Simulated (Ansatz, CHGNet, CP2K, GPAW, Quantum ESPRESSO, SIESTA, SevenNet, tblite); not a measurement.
**Other levels on Rh(111)/Al(100) interface (85 atoms)**

The cell holds 85 atoms: 40 Rh and 45 Al. Cell: a = 14.274 Å, b = 9.186 Å, c = 11.727 Å, α = 90.0°, β = 90.0°, γ = 108.8°. Fcc Rh(111), 2 repeat layers, 20 surface cells, strained +0.31 and -1.39 %; fcc Al(100), 3 layers, 15 cells, -0.31 and +1.43 %; outer planes 2.75 Å apart and 2.74 Å at the second interface of the periodic stack; not relaxed, displaced by a Gaussian of 0.02 Å. Then every atom was moved at random, 0.03 Å r.m.s. a Cartesian component. Regions: Rh, 40 atoms (40 Rh); Al, 45 atoms (45 Al).

Geometry: as built.

The reference, a calculation:

```
method                 : Kohn-Sham DFT, PBE, PAW, plane waves (Ansatz 0.2.0); cutoff 420 eV, Γ point, fermi-dirac smearing of 0.05 eV; PAW set soft_2
r.m.s. force component : 0.5992 eV/Å
longest force          : 1.788 eV/Å
pressure               : -4.772 GPa
SCF cycles             : 10
time                   : 13 s on 8 threads of Arm Neoverse V2, shared host
CPU time               : 94 s
```

Runs, in no order:
A. SIESTA optB88-vdW, PBE potentials, DZP, shift 0.01 Ry, mesh 300 Ry: Kohn-Sham DFT, optB88-vdW, PseudoDojo 0.4.1 norm-conserving pseudopotentials (converted to PSML), numerical atomic orbitals (DZP), diagonalisation
B. SIESTA PBE, DZ, shift 0.01 Ry, mesh 300 Ry: Kohn-Sham DFT, PBE, PseudoDojo 0.4.1 norm-conserving pseudopotentials (converted to PSML), numerical atomic orbitals (DZ), diagonalisation
C. SevenNet l3i5 potential: machine-learned interatomic potential SevenNet l3i5, trained on PBE(+U) plane-wave data
D. CP2K PBE, DZVP-UZH, 350/50 Ry, diagonalisation: Kohn-Sham DFT, PBE, GTH-PBE pseudopotentials, Gaussian and plane waves, DZVP-MOLOPT (UZH set), diagonalisation

Q: Order them from the smallest to the largest r.m.s. force difference.

D, A, B, C.

```
                                                                  run  Δ force, r.m.s. (meV/Å)  share of r.m.s. force (%)  CPU time
                    D. CP2K PBE, DZVP-UZH, 350/50 Ry, diagonalisation                     34.1                       5.69    39 min
A. SIESTA optB88-vdW, PBE potentials, DZP, shift 0.01 Ry, mesh 300 Ry                      118                       19.8    30 min
                        B. SIESTA PBE, DZ, shift 0.01 Ry, mesh 300 Ry                      191                       31.9     5 min
                                           C. SevenNet l3i5 potential                      321                       53.6     8.2 s
```

The electron count is odd in these runs, and they have no spin polarisation, so the unpaired electron is spread evenly over both spins. Machine-learned potentials mimic data converged in k, so the reference's own k-point error enters their differences. The electron count is odd and the run has no spin polarisation, so levels at the top are partly filled by construction. The electronic-structure runs sample only Γ, in a cell whose shortest periodic width is 9 Å, which is coarse for a cell with partly filled levels.

[Logs are printed without paths, hosts, clocks, repeated set-up lines and the standing remarks that a program may print on its own settings, such as how far it seeks lower states.]

[Hosts, paths, dates, database ids (printed as entryN), source tags and the programs' standing remarks are cut or masked in the printed files.]
